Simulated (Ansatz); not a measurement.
# Ba2MgBr6: complex band structure, part 2 of 3

Wanted: the relaxed cell of Ba2MgBr6, its band edges and its decay constants. It is built by putting Br for F, Mg for Zn in the Ba2ZnF6 structure of space group I4/mmm, with the volume rescaled by atomic radii. The parent structure comes from the Materials Project.

Ansatz 0.2.0; PBEsol DFT, plane waves, PAW files (the session's first sound run).

So far. Step 2 (Cell and atoms at rest): The largest force component on a free atom ends at 0.0052 eV/Å.

The structure was built from a prototype and need not be the compound's stable phase.

### Step 3. The bulk crystal and its band edges

The energy window and the wavevectors of the next steps follow from the band edges, so these are searched first, off the mesh as well.

Input file input.yaml:

```yaml
crystal:
  lattice:
    - [-2.6034243179, 2.6034243179, 10.1160745846]
    - [2.6034243179, -2.6034243179, 10.1160745846]
    - [2.6034243179, 2.6034243179, -10.1160745846]
  atoms:
    - { symbol: Ba, position: [0.8479012514, 0.8479012514, 0.0] }
    - { symbol: Ba, position: [0.1520987486, 0.1520987486, 0.0] }
    - { symbol: Mg, position: [0.5, 0.5, 0.0] }
    - { symbol: Br, position: [0.6265100771, 0.6265100771, 0.0] }
    - { symbol: Br, position: [0.3734899229, 0.3734899229, 0.0] }
    - { symbol: Br, position: [0.5, 0.0, 0.5] }
    - { symbol: Br, position: [0.25, 0.75, 0.5] }
    - { symbol: Br, position: [0.75, 0.25, 0.5] }
    - { symbol: Br, position: [0.0, 0.5, 0.5] }
kpoints:
  mp_grid: { grid: [6, 6, 6] }
  band_path: { path: [VBM, CBM], npoints: 30 }
scf:
  occupations: { method: fixed }
hamiltonian:
  xc: pbesol
output:
  eigenvalues: true
  write_potential: true
  write_density: true
  volumetric_format: npy
  elf: true
```

Launch:

```
$ ansatz run input.yaml --threads 2 --pin off --max-ram 4096MiB --backend cpu --events-out ev --progress --plain --runs-dir out
```

Numbers of over 12 decimals in the logs are rounded to 6 here.

What it wrote:

```text
[...]
Crystal: 9 atoms, lattice volume = 274.260 Å³
Basis set: ecut = 420 eV, 5329 PW (Γ), FFT grids on a1−a2, a2, a1+a3
Bands: 45, of which v1, the nominal top of the filled ones, is band 36 counted from 1 (35 counted from 0)
Symmetry: 16 space group operations
[...]
k-points: 30 of 216
[...]
SCF iter   1: F=—  HF=-30073.222904 eV  |F-HF|=—  |Δ(HF+E_count)|=         —  Δρ=2.45e-3  dr2=3.13e-2  ethr=1.77e-3  ⟨swp⟩=7.7  Hψ=6601  notcnv=0  defer=178
[...]
SCF iter   6: F=-30073.216274 eV  HF=-30073.216274 eV  |F-HF|=5.26e-8  |Δ(HF+E_count)|=   1.22e-6  Δρ=4.47e-6  dr2=7.98e-8  ethr=1.39e-10  ⟨swp⟩=14.3  Hψ=9312  notcnv=0
SCF 1 converged in 6 iterations: F = -30073.216274 eV  dr2 = 7.98e-8
[...]
NSCF: frozen V_eff on 30 k-points
[...]
SCF converged after 6 iterations
Free energy (F): -30073.216274 eV
[...]
Internal energy: -30073.216274 eV  (E = F + TS)
E sigma→0 (E₀):  -30073.216274 eV
Fermi energy:    4.429655 eV
[...]
--- Band table (eV; the first three rows and the last of 30) ---
  k-point 0: bands = [... 32 lower, 3.6628, 4.2389, 4.3069, 4.3069, 8.3099, 8.4735, 8.8303, 8.8829, ... 5 higher]
  k-point 1: bands = [... 32 lower, 3.7506, 3.8071, 4.0705, 4.2963, 8.6869, 9.1435, 9.1481, 9.1654, ... 5 higher]
  k-point 2: bands = [... 32 lower, 4.0515, 4.0912, 4.2243, 4.2461, 9.2009, 9.2581, 9.4947, 9.5579, ... 5 higher]
  k-point 29: bands = [... 32 lower, 3.8025, 3.8025, 4.2213, 4.2213, 8.3440, 8.3443, 8.6389, 8.9631, ... 5 higher]
```

Run time: 36 s. Hardware: 2 threads of Arm Neoverse V2, shared host; peak memory 0.65 GiB; 71 s of CPU time.

The column dr2 measures how far the density is from self-consistency, as an energy; F and HF (Harris–Foulkes) agree once it is small.

Numbers from this step:

```
free energy         : -30073.2163 eV
Fermi energy        : 4.430 eV
gap on the k-mesh   : 3.880 eV
gap on path         : 3.880 eV, by band count; negative where bands overlap
direct gap on path  : 4.003 eV
edge places on path : 0, 0.8533 1/A along the path
```

The electronic bands at the labelled points (eV, zero at the Fermi level (highest filled level under fixed occupations); v1 is the highest filled band, c1 the lowest empty one):

```tsv
point	v4	v3	v2	v1	c1	c2	c3	c4
VBM	-0.24	-0.23	-0.10	0.00	4.73	4.85	5.05	5.33
halfway	-0.56	-0.45	-0.40	-0.15	4.52	4.71	5.01	5.07
CBM	-0.77	-0.19	-0.12	-0.12	3.88	4.04	4.40	4.45
```

ELF in the ab plane of the cell as run, not the conventional one, at fractional z = 0.000, with atoms of Ba and Mg and Br within 0.2 Å of it. It is the smooth field of the valence electrons, not physical close to the nuclei.

Values, 13 rows by 16 columns, each cell a mean:
```
0.01 0.02 0.03 0.19 0.42 0.31 0.05 0.04 0.05 0.05 0.22 0.82 0.79 0.74 0.31 0.02
0.02 0.03 0.04 0.03 0.02 0.05 0.16 0.20 0.08 0.04 0.04 0.50 0.64 0.21 0.71 0.42
0.33 0.02 0.04 0.06 0.05 0.05 0.40 0.75 0.68 0.34 0.06 0.05 0.54 0.58 0.40 0.83
0.65 0.08 0.03 0.05 0.08 0.07 0.19 0.72 0.82 0.71 0.64 0.17 0.03 0.34 0.70 0.83
0.29 0.08 0.11 0.11 0.07 0.05 0.06 0.33 0.79 0.26 0.36 0.73 0.20 0.02 0.08 0.25
0.04 0.04 0.37 0.64 0.48 0.21 0.18 0.30 0.35 0.73 0.41 0.67 0.70 0.12 0.04 0.05
0.06 0.04 0.24 0.80 0.83 0.76 0.44 0.28 0.31 0.26 0.64 0.81 0.84 0.47 0.05 0.05
0.05 0.05 0.04 0.45 0.79 0.26 0.61 0.57 0.24 0.23 0.08 0.29 0.50 0.43 0.08 0.04
0.44 0.22 0.04 0.06 0.52 0.64 0.21 0.70 0.59 0.10 0.05 0.07 0.06 0.08 0.06 0.33
0.86 0.77 0.60 0.14 0.05 0.39 0.75 0.82 0.82 0.37 0.06 0.07 0.06 0.03 0.03 0.46
0.72 0.53 0.31 0.71 0.21 0.02 0.14 0.46 0.68 0.50 0.10 0.04 0.05 0.05 0.03 0.11
0.16 0.70 0.47 0.45 0.74 0.12 0.04 0.04 0.09 0.11 0.07 0.04 0.02 0.03 0.03 0.01
0.01 0.09 0.54 0.81 0.86 0.44 0.05 0.06 0.05 0.03 0.27 0.58 0.41 0.10 0.01 0.01
```
Columns run along a (10.8 Å), rows up along b (10.8 Å). Atoms in or near the plane, at fractional coordinates: Ba at (0.85, 0.85), Ba at (0.15, 0.15), Mg at (0.50, 0.50), Br at (0.63, 0.63), Br at (0.37, 0.37).

Valence density in the ab plane of the cell as run, not the conventional one, at fractional z = 0.000, with atoms of Ba and Mg and Br within 0.2 Å of it. It is the smooth field of the valence electrons, not physical close to the nuclei.

Ten steps, logarithmic in the rise over the least value, from '0' (0 e/Å³) to '9' (21 e/Å³), each cell a mean:
```
000000011110000000002333310000
000000000000000000001344432100
000000000000000000000234334310
000000000000000000000024323431
100000000000011110000002333343
200000000000012322100000134443
210000000000012333321000012333
110000000000001333332100000122
000000000000001233123210000000
000000000001332123323321000000
000001111101478512333432000000
000001222211169961123332100000
000000133332126995111222100000
000000123333321465200011100000
000000013322332112100000000000
110000001332233210000000000001
222100000123333210000000000001
344321000012333321000000000001
244443100000122211000000000001
134323320000001111000000000000
013422432000000000000000000000
001343343100000000000000000000
000123443210000000000100000000
000001233210000000001221000000
```
Columns run along a (10.8 Å), rows up along b (10.8 Å). Atoms in or near the plane, at fractional coordinates: Ba at (0.85, 0.85), Ba at (0.15, 0.15), Mg at (0.50, 0.50), Br at (0.63, 0.63), Br at (0.37, 0.37).

Electrostatic potential energy in the ab plane of the cell as run, not the conventional one, at fractional z = 0.000, with atoms of Ba and Mg and Br within 0.2 Å of it. With pseudopotentials it is smooth inside the atoms' cores, unlike the true potential.

Values in eV, 13 rows by 16 columns, each cell a mean:
```
 10  10   8   5   1   2   7   9  10   9   3 -16 -27 -14   3   8
  8  10  10   9   8   8   8   9  10  10   8  -4 -31 -39 -24   1
  3   9  10  10  10   9   9   7   6   9  10   7  -6 -30 -37 -20
 -3   6   9  10   9   8   8   5 -23 -27   2  10   8   1 -15 -20
  3   6   9  10   8   4   0   4 -11 -56 -50  -4  10   9   7   3
  8   8   9   8   8   5 -13 -36  -8 -12 -48 -42   4  10  10   9
 10  10  10   5 -15  -9   0 -37 -53 -10   2  -7   2   9  10  10
  8  10  10   8 -23 -58 -34  -1 -19 -19   2   8   9   9   8   8
 -1   3   8  10   7 -29 -58 -32   5   4   4   7   9   9   7   2
-19 -25  -9   5   9   9  -8 -21   2   9   9   9   9  10   8   1
 -9 -34 -37 -18   4   9  10   9   7   9   9  10  10  10   9   6
  6 -11 -34 -36 -15   5  10  10  10   8   7   7   9  10  10   9
  9   7  -3 -19 -19  -1   8  10  10   8   3  -2   1   7   9  10
```
Columns run along a (10.8 Å; values clipped at the 3rd and 97th percentile), rows up along b (10.8 Å). Atoms in or near the plane, at fractional coordinates: Ba at (0.85, 0.85), Ba at (0.15, 0.15), Mg at (0.50, 0.50), Br at (0.63, 0.63), Br at (0.37, 0.37).

The searched edges give 3.88 eV, as on the mesh.

### Step 4. Decaying states in the gap

This step: PBEsol DFT, plane waves, PAW files; complex bands by layer matching along the plane's normal (Ansatz 0.2.0).

The same crystal is laid in a cell whose first two vectors span the (001) plane (indices of the standard conventional cell, whose axes can be ordered otherwise than in the bulk input). At fixed energy and wavevector in the plane the solver finds all kz, real and complex. A few wavevectors are listed, (0, 0), (-0.5, -0.5) and (0.5, 0) in units of the plane's reciprocal vectors; the slowest state needn't be among them.

Input file input.yaml:

```yaml
crystal:
  lattice:
    - [5.206848636, 0.0, 0.0]
    - [0.0, 5.206848636, 0.0]
    - [2.603424318, 2.603424318, 10.116074585]
  atoms:
    - { symbol: Ba, position: [0.1520987486, 0.1520987486, 0.6958025028] }
    - { symbol: Ba, position: [0.8479012514, 0.8479012514, 0.3041974972] }
    - { symbol: Mg, position: [0.5, 0.5, 0.0] }
    - { symbol: Br, position: [0.3734899229, 0.3734899229, 0.2530201542] }
    - { symbol: Br, position: [0.6265100771, 0.6265100771, 0.7469798458] }
    - { symbol: Br, position: [0.0, 0.5, 0.0] }
    - { symbol: Br, position: [0.25, 0.75, 0.5] }
    - { symbol: Br, position: [0.75, 0.25, 0.5] }
    - { symbol: Br, position: [0.5, 0.0, 0.0] }
kpoints:
  mp_grid: { grid: [6, 6, 6] }
scf:
  occupations: { method: fixed }
hamiltonian:
  xc: pbesol
output:
  eigenvalues: true
  transmission:
    leads: [[0, 0]]
    kpoints: [[0.0, 0.0], [-0.5, -0.5], [0.5, 0.0]]
    e_range: [-1.0, 4.88]
    de: 0.15
```

What it wrote:

```text
[...]
Crystal: 9 atoms, lattice volume = 274.260 Å³
Basis set: ecut = 420 eV, 5329 PW (Γ)
Bands: 45, of which v1, the nominal top of the filled ones, is band 36 counted from 1 (35 counted from 0)
Symmetry: 16 space group operations
[...]
k-points: 30 of 216
[...]
SCF iter   1: F=—  HF=-30073.222579 eV  |F-HF|=—  |Δ(HF+E_count)|=         —  Δρ=2.44e-3  dr2=3.12e-2  ethr=1.77e-3  ⟨swp⟩=7.9  Hψ=6558  notcnv=0  defer=175
[...]
SCF iter   6: F=-30073.216288 eV  HF=-30073.216288 eV  |F-HF|=5.75e-8  |Δ(HF+E_count)|=   1.17e-6  Δρ=4.04e-6  dr2=7.86e-8  ethr=1.39e-10  ⟨swp⟩=14.8  Hψ=8888  notcnv=0
SCF 1 converged in 6 iterations: F = -30073.216288 eV  dr2 = 7.86e-8
[...]
transmission: 18 of 54 steps passed
transmission: 36 of 54 steps passed
transmission: 54 of 54 steps passed
SCF converged after 6 iterations
Free energy (F): -30073.216288 eV
[...]
Internal energy: -30073.216288 eV  (E = F + TS)
E sigma→0 (E₀):  -30073.216288 eV
Fermi energy:    4.429651 eV
[...]
--- Band table (eV; the first three rows and the last of 30) ---
  k-point 0: bands = [... 32 lower, 3.6628, 4.2389, 4.3069, 4.3069, 8.3101, 8.4735, 8.8304, 8.8829, ... 5 higher]
  k-point 1: bands = [... 32 lower, 3.6857, 4.1363, 4.2894, 4.2894, 8.3915, 8.5590, 8.6651, 8.7086, ... 5 higher]
  k-point 2: bands = [... 32 lower, 3.7555, 3.8757, 4.2476, 4.2476, 8.4221, 8.4356, 8.5632, 8.8810, ... 5 higher]
  k-point 29: bands = [... 32 lower, 4.1988, 4.2004, 4.3301, 4.3678, 9.2117, 9.3604, 9.3698, 9.5730, ... 5 higher]
--- Transmission ---
  basis      : 241 plane waves across, 18 finite elements along
  points     : 3, as listed
  energies   : 40 from -1.000000 to 4.850000 eV about the Fermi level, 0.150000 eV apart; the leads are filled to 1.940206 eV, and channels, transmission and decay are at 2.000000 eV
  crystal 0  : Mg1Br6Ba2, at the sites [0, 0], period 10.1161 Å: whole cells are its period
    offset         : up to 0.0000 Å between an atom of the period and one for which it stands
    channels       : 0.000000e0 a spin
    conductance    : none, the energies end too early or step too widely for 300 K: set another output.transmission.e_range or a lower de, or, where they end at an eighth of basis.ecutwfc, a higher one
    slowest decay  : 0.2828 /Å at (0.0000, 0.0000)
```

Elapsed: 1.7 min, on 2 threads; peak memory 1 GiB.

Numbers from this step:

```
level to which the leads are filled                       : 1.940 eV from the Fermi level
decay constant at the filling level, zone centre          : 0.2828 Å⁻¹
decay constant at the filling level, slowest listed point : 0.2828 Å⁻¹
```

K parallel (0, 0); values up to 1.5 1/Å, a degenerate pair printed once or twice; energies at which all values exceed this have no row. Table of Im kz of the slowest decaying states by energy, zero at the highest filled level on the SCF mesh:

```tsv
energy (eV)	decay 1 (Å⁻¹)	decay 2 (Å⁻¹)	decay 3 (Å⁻¹)	decay 4 (Å⁻¹)
-1.00	0.0359	0.154	0.388	0.560
-0.70	0.283	0.322	0.554	0.818
-0.55	0.109	0.315	0.385	0.551
-0.25	0.104	0.357	0.424	0.542
-0.10	0.0935	0.113	0.371	0.429
0.05	0.148	0.284	0.382	0.432
0.20	0.182	0.367	0.390	0.435
0.35	0.208	0.396	0.424	0.439
0.65	0.243	0.403	0.448	0.499
0.80	0.256	0.405	0.451	0.499
1.10	0.273	0.403	0.456	0.482
1.40	0.283	0.397	0.458	0.463
1.55	0.285	0.393	0.452	0.458
1.85	0.285	0.380	0.430	0.454
2.00	0.283	0.372	0.417	0.451
2.30	0.275	0.353	0.389	0.443
2.45	0.268	0.342	0.374	0.438
2.75	0.251	0.314	0.339	0.424
3.05	0.227	0.279	0.298	0.403
3.20	0.211	0.258	0.274	0.373
3.50	0.169	0.204	0.214	0.301
3.65	0.138	0.166	0.174	0.255
3.95	0.115	0.329	0.481	0.650
4.10	0.0195	0.310	0.417	0.647
4.40	0.111	0.198	0.266	0.639
4.55	0.0553	0.0748	0.0804	0.119
4.85	0.0704	0.0847	0.0952	0.125
```

K parallel (-0.5, -0.5); values up to 1.5 1/Å, a degenerate pair printed once or twice; energies at which all values exceed this have no row. The Im kz of the slowest decaying states by energy, zero at the highest filled level on the SCF mesh:

```tsv
energy (eV)	decay 1 (Å⁻¹)	decay 2 (Å⁻¹)	decay 3 (Å⁻¹)	decay 4 (Å⁻¹)
-1.00	0.210	0.825	1.15	1.22
-0.55	0.0415	0.168	0.732	1.13
-0.10	0.298	0.338	1.10	1.13
0.05	0.0911	0.360	0.653	1.10
0.20	0.177	0.378	0.723	1.09
0.65	0.297	0.416	0.817	1.05
1.10	0.358	0.437	0.854	0.997
1.55	0.393	0.447	0.869	0.945
2.00	0.410	0.447	0.870	0.892
2.30	0.413	0.442	0.856	0.866
2.75	0.406	0.426	0.799	0.852
3.20	0.386	0.399	0.739	0.811
3.65	0.350	0.357	0.675	0.765
3.95	0.315	0.317	0.628	0.733
4.40	0.222	0.235	0.549	0.683
4.85	0.0188	0.0230	0.449	0.628
```

K parallel (0.5, 0); values up to 1.5 1/Å, a degenerate pair printed once or twice; energies at which all values exceed this have no row. Table of Im kz of the slowest decaying states by energy, zero at the highest filled level on the SCF mesh:

```tsv
energy (eV)	decay 1 (Å⁻¹)	decay 2 (Å⁻¹)	decay 3 (Å⁻¹)	decay 4 (Å⁻¹)
-1.00	0.158	0.261	0.280	0.953
-0.70	0.0827	0.145	0.306	0.924
-0.55	0.236	0.238	0.909	1.35
-0.25	0.192	0.350	0.391	0.876
-0.10	0.238	0.382	0.429	0.859
0.05	0.327	0.407	0.456	0.841
0.20	0.383	0.428	0.478	0.822
0.35	0.429	0.445	0.492	0.803
0.65	0.471	0.508	0.761	1.22
0.80	0.481	0.528	0.739	1.21
1.10	0.495	0.563	0.691	1.17
1.40	0.505	0.592	0.640	1.14
1.55	0.508	0.600	0.623	1.12
1.85	0.511	0.602	0.605	1.08
2.00	0.511	0.593	0.606	1.07
2.30	0.508	0.572	0.604	1.03
2.45	0.506	0.560	0.603	1.01
2.75	0.499	0.534	0.597	0.970
3.05	0.488	0.506	0.588	0.929
3.20	0.482	0.491	0.566	0.597
3.50	0.459	0.466	0.536	0.596
3.65	0.442	0.457	0.519	0.593
3.95	0.405	0.435	0.480	0.584
4.10	0.384	0.422	0.457	0.578
4.40	0.336	0.391	0.396	0.563
4.55	0.306	0.354	0.373	0.554
4.85	0.214	0.329	0.531	0.661
```

At the listed wavevectors the last open channel is at -0.10 eV and the next at +3.95 eV on the grid. At +2.00 eV, the grid energy nearest the filling level (the middle of the gap on the SCF mesh), the slowest state at the listed wavevectors decays with κ = 0.283 Å⁻¹, its amplitude falling by e over 3.5 Å. Through 1 nm of this crystal that state's transmission falls by exp(−2 × 0.283 Å⁻¹ × 10 Å) = 0.0035.

### Step 5. Band edges at another level

This step: PBE DFT, plane waves, PAW files (Ansatz 0.2.0).

The edges again with PBE, at the same atoms.

Input file input.yaml:

```yaml
crystal:
  lattice:
    - [-2.6034243179, 2.6034243179, 10.1160745846]
    - [2.6034243179, -2.6034243179, 10.1160745846]
    - [2.6034243179, 2.6034243179, -10.1160745846]
  atoms:
    - { symbol: Ba, position: [0.8479012514, 0.8479012514, 0.0] }
    - { symbol: Ba, position: [0.1520987486, 0.1520987486, 0.0] }
    - { symbol: Mg, position: [0.5, 0.5, 0.0] }
    - { symbol: Br, position: [0.6265100771, 0.6265100771, 0.0] }
    - { symbol: Br, position: [0.3734899229, 0.3734899229, 0.0] }
    - { symbol: Br, position: [0.5, 0.0, 0.5] }
    - { symbol: Br, position: [0.25, 0.75, 0.5] }
    - { symbol: Br, position: [0.75, 0.25, 0.5] }
    - { symbol: Br, position: [0.0, 0.5, 0.5] }
kpoints:
  mp_grid: { grid: [6, 6, 6] }
  band_path: { path: [VBM, CBM], npoints: 30 }
scf:
  occupations: { method: fixed }
hamiltonian:
  xc: pbe
output:
  eigenvalues: true
```

What it wrote:

```text
[...]
Crystal: 9 atoms, lattice volume = 274.260 Å³
Basis set: ecut = 420 eV, 5329 PW (Γ), FFT grids on a1+a3, a2+a3, a3
Bands: 45, of which v1, the nominal top of the filled ones, is band 36 counted from 1 (35 counted from 0)
Symmetry: 16 space group operations
[...]
k-points: 30 of 216
[...]
SCF iter   1: F=—  HF=-30538.907610 eV  |F-HF|=—  |Δ(HF+E_count)|=         —  Δρ=1.11e-3  dr2=1.05e-2  ethr=1.77e-3  ⟨swp⟩=7.8  Hψ=6579  notcnv=0  defer=177
[...]
SCF iter   6: F=-30538.906026 eV  HF=-30538.906026 eV  |F-HF|=4.96e-8  |Δ(HF+E_count)|=   7.44e-7  Δρ=2.78e-6  dr2=3.88e-8  ethr=1.39e-10  ⟨swp⟩=15.7  Hψ=8238  notcnv=0
SCF 1 converged in 6 iterations: F = -30538.906026 eV  dr2 = 3.88e-8
[...]
SCF converged after 6 iterations
Free energy (F): -30538.906026 eV
[...]
Internal energy: -30538.906026 eV  (E = F + TS)
E sigma→0 (E₀):  -30538.906026 eV
Fermi energy:    4.536189 eV
[...]
--- Band table (eV; the first three rows and the last of 30) ---
  k-point 0: bands = [... 32 lower, 3.7761, 4.3504, 4.4169, 4.4169, 8.5832, 8.7166, 9.0333, 9.0744, ... 5 higher]
  k-point 1: bands = [... 32 lower, 3.8623, 3.9229, 4.1843, 4.4063, 8.9055, 9.3415, 9.3561, 9.3645, ... 5 higher]
  k-point 2: bands = [... 32 lower, 4.1597, 4.2032, 4.3371, 4.3567, 9.4017, 9.4455, 9.7088, 9.7480, ... 5 higher]
  k-point 29: bands = [... 32 lower, 3.9180, 3.9180, 4.3333, 4.3333, 8.5643, 8.5659, 8.8573, 9.1577, ... 5 higher]
```

It took 33 s on 2 threads; peak memory 0.63 GiB; 64 s of CPU time.

Numbers from this step:

```
free energy         : -30538.9060 eV
Fermi energy        : 4.536 eV
gap on the k-mesh   : 4.028 eV
gap on path         : 4.028 eV, by band count; negative where bands overlap
direct gap on path  : 4.231 eV
edge places on path : 0, 0.9080 1/A along the path
```

(Part 2 of 3 ends here.)

[Logs are printed without paths, hosts, clocks, repeated set-up lines and the standing remarks that a program may print on its own settings, such as how far it seeks lower states.]

[Hosts, paths, dates, database ids (printed as entryN), source tags and the programs' standing remarks are cut or masked in the printed files.]
